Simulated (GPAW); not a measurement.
# Settings that the conductance of an Os chain with an O atom bridging one bond needs, part 2 of 2

Wanted: a convergence study of zero-bias transport through an Os chain with an O atom bridging one bond, with run times.

GPAW 26.7.0; GPAW LCAO, PAW setups; Landauer transmission from Green's functions with principal layers (ASE), zero bias.

So far, transmission at the Fermi level (one spin): step 2 (base settings) 4.39; step 8 (SCF mesh 1×1×1) 4.36; step 9 (SCF mesh 1×1×2) 4.37; step 10 (SCF mesh 1×1×6) 4.40; step 12 (k-points along the lead 17, n lead 3, period 6.84 Å) 4.73.

**13. Varying the periods in a principal layer**

Input file run.py:

```python
import json
import numpy as np
from ase import Atoms
from ase.transport.calculators import TransportCalculator
from gpaw import GPAW, FermiDirac
from gpaw.lcao.tools import get_lcao_hamiltonian
from scipy.linalg import eigh

# The junction with lead layers at both ends, along the third cell vector
device = Atoms(
    ['Os', 'Os', 'Os', 'Os', 'Os', 'Os', 'Os', 'O', 'Os', 'Os', 'Os', 'Os', 'Os', 'Os', 'Os'],
    positions=[
        [4.50000, 4.50000, 1.14000],
        [4.50000, 4.50000, 3.42000],
        [4.50000, 4.50000, 5.70000],
        [4.50000, 4.50000, 7.98000],
        [4.50000, 4.50000, 10.26000],
        [4.50000, 4.50000, 12.54000],
        [4.50000, 4.50000, 14.82000],
        [5.57087, 4.50000, 16.06000],
        [4.50000, 4.50000, 17.30000],
        [4.50000, 4.50000, 19.58000],
        [4.50000, 4.50000, 21.86000],
        [4.50000, 4.50000, 24.14000],
        [4.50000, 4.50000, 26.42000],
        [4.50000, 4.50000, 28.70000],
        [4.50000, 4.50000, 30.98000]],
    cell=[[9.0, 0.0, 0.0], [0.0, 9.0, 0.0], [0.0, 0.0, 32.12]],
    pbc=True)

# One principal layer of the lead: the first 4 atoms of the device
lead = Atoms(
    ['Os', 'Os', 'Os', 'Os'],
    positions=[
        [4.50000, 4.50000, 1.14000],
        [4.50000, 4.50000, 3.42000],
        [4.50000, 4.50000, 5.70000],
        [4.50000, 4.50000, 7.98000]],
    cell=[[9.0, 0.0, 0.0], [0.0, 9.0, 0.0], [0.0, 0.0, 9.12]],
    pbc=True)

settings = dict(mode='lcao', basis='dzp', xc='PBE', h=0.18,
                occupations=FermiDirac(0.1), maxiter=250,
                mixer=dict(beta=0.1, nmaxold=8, weight=100.0),
                convergence=dict(density=0.0001))
energies = np.arange(-2, 2 + 1e-9, 0.05)
eta = 0.0001
n1, n2 = 1, 1
# k and -k transmit alike, so half of the mesh across the current serves
mesh = [(i, j) for i in range(n1) for j in range(n2) if (i, j) <= (-i % n1, -j % n2)]
weights = np.array([1 if (i, j) == (-i % n1, -j % n2) else 2 for i, j in mesh]) / (n1 * n2)

# [... helper functions left out ...]
fermi_lead = ground_state(lead, (1, 1, 13), 'lead.txt')
fermi_device = ground_state(device, (1, 1, 3), 'device.txt')
# [... loop over the mesh left out, but for ...]
        # Shift the lead onto the potential of the device's first layer
        shift = ((H[:, 0, 0] - H0[:, 0, 0]) / S0[0, 0]).real.mean()
# [...]
kT = 8.617333e-5 * 300
bias = [0.1, 0.2, 0.5, 1.0, 1.5, 2.0]
# [... integrals and printing left out ...]
```

Launch:

```
OMP_NUM_THREADS=1 OPENBLAS_NUM_THREADS=1 python run.py
```

Elapsed: 2.5 min, on 1 thread of Arm Neoverse V2, shared host; peak memory 1.9 GiB.

This step gave:

```
conductance                                    : 4.376 G₀
thermopower                                    : 2.271 μV/K
largest coupling past the next principal layer : 2.08e-4 eV
largest misfit of the first principal layer    : 0.06425 eV
shift that aligns the lead                     : -0.01172 eV
basis functions of a principal layer           : 108
transmission at the Fermi level (one spin)     : 4.382
```

One spin. Transmission, zone mean against energy, zero at the Fermi level:

```tsv
energy (eV)	transmission, zone mean
-2.00	1.90
-1.90	2.02
-1.80	2.14
-1.70	2.25
-1.55	2.46
-1.45	2.67
-1.35	2.89
-1.25	4.09
-1.15	4.47
-1.05	4.67
-0.90	4.74
-0.80	4.71
-0.70	4.65
-0.60	4.61
-0.50	4.57
-0.40	4.55
-0.25	4.54
-0.15	4.52
-0.05	4.45
0.00	4.38
0.05	4.31
0.15	4.14
0.25	3.89
0.40	3.29
0.50	2.60
0.60	2.50
0.70	2.40
0.80	2.29
0.90	2.18
1.05	2.00
1.15	1.87
1.25	1.68
1.35	1.37
1.45	1.26
1.55	1.18
1.70	1.09
1.80	1.05
1.90	1.03
2.00	1.01
```

Not self-consistent under bias; the bias window is split evenly. The current through one cell, from the zero-bias transmission by bias:

```tsv
bias (V)	current through one cell, from the zero-bias transmission (mA)
0.100	0.0339
0.200	0.0677
0.500	0.168
1.000	0.319
1.500	0.457
2.000	0.591
```

The conductance equals that of the base run to 0.2 %. Couplings past the next layer reach 2.1e-4 eV, small enough to drop; the matrix elements of the cell's first layer differ from the bulk lead's by up to 0.064 eV. That layer keeps its own values in the calculation, and only beyond it is the lead taken as perfect.

**14. Varying the periods in a principal layer**

run.py, as its differences from that of step 13:

```diff
@@ -30,5 +30,5 @@
 
-# One principal layer of the lead: the first 4 atoms of the device
+# One principal layer of the lead: the first 6 atoms of the device
 lead = Atoms(
-    ['Os', 'Os', 'Os', 'Os'],
+    ['Os', 'Os', 'Os', 'Os', 'Os', 'Os'],
     positions=[
@@ -37,4 +37,6 @@
         [4.50000, 4.50000, 5.70000],
-        [4.50000, 4.50000, 7.98000]],
-    cell=[[9.0, 0.0, 0.0], [0.0, 9.0, 0.0], [0.0, 0.0, 9.12]],
+        [4.50000, 4.50000, 7.98000],
+        [4.50000, 4.50000, 10.26000],
+        [4.50000, 4.50000, 12.54000]],
+    cell=[[9.0, 0.0, 0.0], [0.0, 9.0, 0.0], [0.0, 0.0, 13.68]],
     pbc=True)
@@ -53,3 +55,3 @@
 # [... helper functions left out ...]
-fermi_lead = ground_state(lead, (1, 1, 13), 'lead.txt')
+fermi_lead = ground_state(lead, (1, 1, 9), 'lead.txt')
 fermi_device = ground_state(device, (1, 1, 3), 'device.txt')
```

The job ended after 3 min (1 thread; peak memory 2 GiB).

One spin. The transmission, zone mean by energy, zero at the Fermi level:

```tsv
energy (eV)	transmission, zone mean
-2.000	1.90
-1.800	2.13
-1.600	2.38
-1.400	2.80
-1.200	4.33
-1.000	4.71
-0.900	4.74
-0.800	4.72
-0.600	4.60
-0.400	4.56
-0.200	4.54
0.000	4.39
0.200	4.02
0.400	3.23
0.600	2.50
0.800	2.29
1.000	2.07
1.200	1.79
1.400	1.31
1.600	1.14
1.800	1.05
2.000	1.01
```

The conductance equals that of the base run to 0.2 %. Couplings past the next layer reach 9.6e-15 eV, small enough to drop; the matrix elements of the cell's first layer differ from the bulk lead's by up to 0.22 eV. That layer keeps its own values in the calculation, and only beyond it is the lead taken as perfect.

**15. Convergence in the periods in a principal layer**

This step: convergence of the conductance (GPAW 26.7.0).

Table of conductance by periods in a principal layer:

```tsv
periods in a principal layer	conductance (G₀)
3.00	4.70
4.00	4.38
5.00	4.38
6.00	4.38
```

**16. Varying the broadening: eta = 1e-06**

The broadening keeps the Green's functions finite; too large a value absorbs electrons where channels are open and leaks them where none are.

This step: GPAW LCAO, PAW setups; Landauer transmission from Green's functions with principal layers (ASE), zero bias (GPAW 26.7.0).

run.py, as its differences from that of step 14:

```diff
@@ -30,5 +30,5 @@
 
-# One principal layer of the lead: the first 6 atoms of the device
+# One principal layer of the lead: the first 5 atoms of the device
 lead = Atoms(
-    ['Os', 'Os', 'Os', 'Os', 'Os', 'Os'],
+    ['Os', 'Os', 'Os', 'Os', 'Os'],
     positions=[
@@ -38,5 +38,4 @@
         [4.50000, 4.50000, 7.98000],
-        [4.50000, 4.50000, 10.26000],
-        [4.50000, 4.50000, 12.54000]],
-    cell=[[9.0, 0.0, 0.0], [0.0, 9.0, 0.0], [0.0, 0.0, 13.68]],
+        [4.50000, 4.50000, 10.26000]],
+    cell=[[9.0, 0.0, 0.0], [0.0, 9.0, 0.0], [0.0, 0.0, 11.4]],
     pbc=True)
@@ -48,3 +47,3 @@
 energies = np.arange(-2, 2 + 1e-9, 0.05)
-eta = 0.0001
+eta = 1e-06
 n1, n2 = 1, 1
@@ -55,3 +54,3 @@
 # [... helper functions left out ...]
-fermi_lead = ground_state(lead, (1, 1, 9), 'lead.txt')
+fermi_lead = ground_state(lead, (1, 1, 10), 'lead.txt')
 fermi_device = ground_state(device, (1, 1, 3), 'device.txt')
```

It took 2.9 min on 1 thread; peak memory 1.9 GiB.

Numbers from this step:

```
conductance                                    : 4.388 G₀
largest coupling past the next principal layer : 1.09e-6 eV
largest misfit of the first principal layer    : 0.05549 eV
shift that aligns the lead                     : -0.003850 eV
basis functions of a principal layer           : 135
transmission at the Fermi level (one spin)     : 4.394
```

One spin. The transmission, zone mean by energy, zero at the Fermi level:

```tsv
energy (eV)	transmission, zone mean
-2.000	1.91
-1.800	2.14
-1.600	2.39
-1.400	2.81
-1.200	4.34
-1.000	4.72
-0.900	4.75
-0.800	4.72
-0.600	4.61
-0.400	4.56
-0.200	4.55
0.000	4.39
0.200	4.03
0.400	3.24
0.600	2.50
0.800	2.29
1.000	2.07
1.200	1.80
1.400	1.31
1.600	1.14
1.800	1.05
2.000	1.01
```

Not self-consistent under bias; the bias window is split evenly. The current through one cell, from the zero-bias transmission by bias:

```tsv
bias (V)	current through one cell, from the zero-bias transmission (mA)
0.100	0.0340
0.200	0.0679
0.500	0.168
1.000	0.320
1.500	0.457
2.000	0.592
```

The conductance equals that of the base run to 0.2 %.

**17. Broadening: eta = 0.001**

run.py, as its differences from that of step 16:

```diff
@@ -47,3 +47,3 @@
 energies = np.arange(-2, 2 + 1e-9, 0.05)
-eta = 1e-06
+eta = 0.001
 n1, n2 = 1, 1
```

It took 2.7 min on 1 thread; peak memory 1.9 GiB.

Numbers from this step:

```
conductance                                : 4.311 G₀
transmission at the Fermi level (one spin) : 4.318
```

One spin. Transmission, zone mean against energy, zero at the Fermi level:

energy (eV), transmission, zone mean and a bar from the least value:
```
    -2.00       1.88 #######
    -1.90       2.00 ########
    -1.80       2.11 #########
    -1.70       2.23 ##########
    -1.55       2.44 ############
    -1.45       2.64 #############
    -1.35       2.84 ###############
    -1.25       3.93 ########################
    -1.15       4.38 ############################
    -1.05       4.57 #############################
    -0.90       4.65 ##############################
    -0.80       4.64 ##############################
    -0.70       4.58 #############################
    -0.60       4.53 #############################
    -0.50       4.50 #############################
    -0.40       4.49 #############################
    -0.25       4.48 #############################
    -0.15       4.45 ############################
    -0.05       4.37 ############################
     0.00       4.32 ###########################
     0.05       4.25 ###########################
     0.15       4.07 #########################
     0.25       3.81 #######################
     0.40       3.17 ##################
     0.50       2.57 #############
     0.60       2.47 ############
     0.70       2.38 ###########
     0.80       2.27 ##########
     0.90       2.16 ##########
     1.05       1.99 ########
     1.15       1.85 #######
     1.25       1.66 #####
     1.35       1.36 ###
     1.45       1.25 ##
     1.55       1.17 #
     1.70       1.08 #
     1.80       1.05 
     1.90       1.02 
     2.00       1.01
```

Not self-consistent under bias; the bias window is split evenly. The current through one cell, from the zero-bias transmission by bias:

```tsv
bias (V)	current through one cell, from the zero-bias transmission (mA)
0.100	0.0334
0.200	0.0667
0.500	0.165
1.000	0.314
1.500	0.450
2.000	0.582
```

The conductance, 4.31 G₀, lies 1.6 % below that of the base run.

**18. Broadening: eta = 0.01**

run.py, as its differences from that of step 17:

```diff
@@ -47,3 +47,3 @@
 energies = np.arange(-2, 2 + 1e-9, 0.05)
-eta = 0.001
+eta = 0.01
 n1, n2 = 1, 1
```

Wall time 2.6 min (1 thread); peak memory 1.9 GiB.

The conductance, 3.71 G₀, lies 15 % below that of the base run.

**19. Varying the broadening: eta = 0.05**

run.py, as its differences from that of step 18:

```diff
@@ -47,3 +47,3 @@
 energies = np.arange(-2, 2 + 1e-9, 0.05)
-eta = 0.01
+eta = 0.05
 n1, n2 = 1, 1
```

The job ended after 2.6 min (1 thread; peak memory 1.9 GiB).

The conductance, 2.35 G₀, lies 46 % below that of the base run.

**20. Convergence in the broadening**

This step: convergence of the conductance (GPAW 26.7.0).

Conductance against log10 of the broadening in eV:

```tsv
log10 of the broadening in eV	conductance (G₀)
-6.00	4.39
-4.00	4.38
-3.00	4.31
-2.00	3.71
-1.30	2.35
```

**21. Summary of results**

- conductance at the base settings: 4.38 G₀
- range over the k-points along the lead (2 to 30): 4.38 to 4.39 G₀
- range over the k-points along the junction cell (1 to 6): 4.35 to 4.39 G₀
- range over the periods in a principal layer (3 to 6): 4.38 to 4.70 G₀
- range over the broadening (1.0e-6 to 0.05 eV): 2.35 to 4.39 G₀

**Reading.** At the base settings the conductance, averaged at 300 K, is 4.38 G₀. In the k-points along the lead, no value tried moves the conductance by 3 %. In the k-points along the junction cell, no value tried moves the conductance by 3 %. In the periods in a principal layer, 4 already gives the conductance within 3 % of the finest value tried; currents at finite bias may need more. In the broadening, 0.001 eV already gives the conductance within 3 % of the finest value tried; currents at finite bias may need more. T is read at the junction's Fermi level after the lead is aligned to it, so the test of the lead's mesh is blind to a shift of the lead's own level. Over the ranges tried, the broadening moves it most, counted as a ratio. The geometry was built from estimated bond lengths and not relaxed, so the numbers describe this model structure. The run had no spin polarisation, so a magnetic state, which chains and small molecules with open shells often have, wasn't tested. Spin-orbit coupling is left out, which matters for the heavy atoms here. An evenly spaced straight chain is an idealisation: free chains tend to dimerise, zigzag or, where a band edge lies near the Fermi level, turn magnetic. The currents use the zero-bias T(E) throughout, which holds only while the bias is small against the distance to the nearest feature. The thermopower isn't quoted: it samples T(E) farther from the Fermi level than the conductance does, and the energy grid wasn't tested for it.

[Logs are printed without paths, hosts, clocks, repeated set-up lines and the standing remarks that a program may print on its own settings, such as how far it seeks lower states.]

[Hosts, paths, dates, database ids (printed as entryN), source tags and the programs' standing remarks are cut or masked in the printed files.]
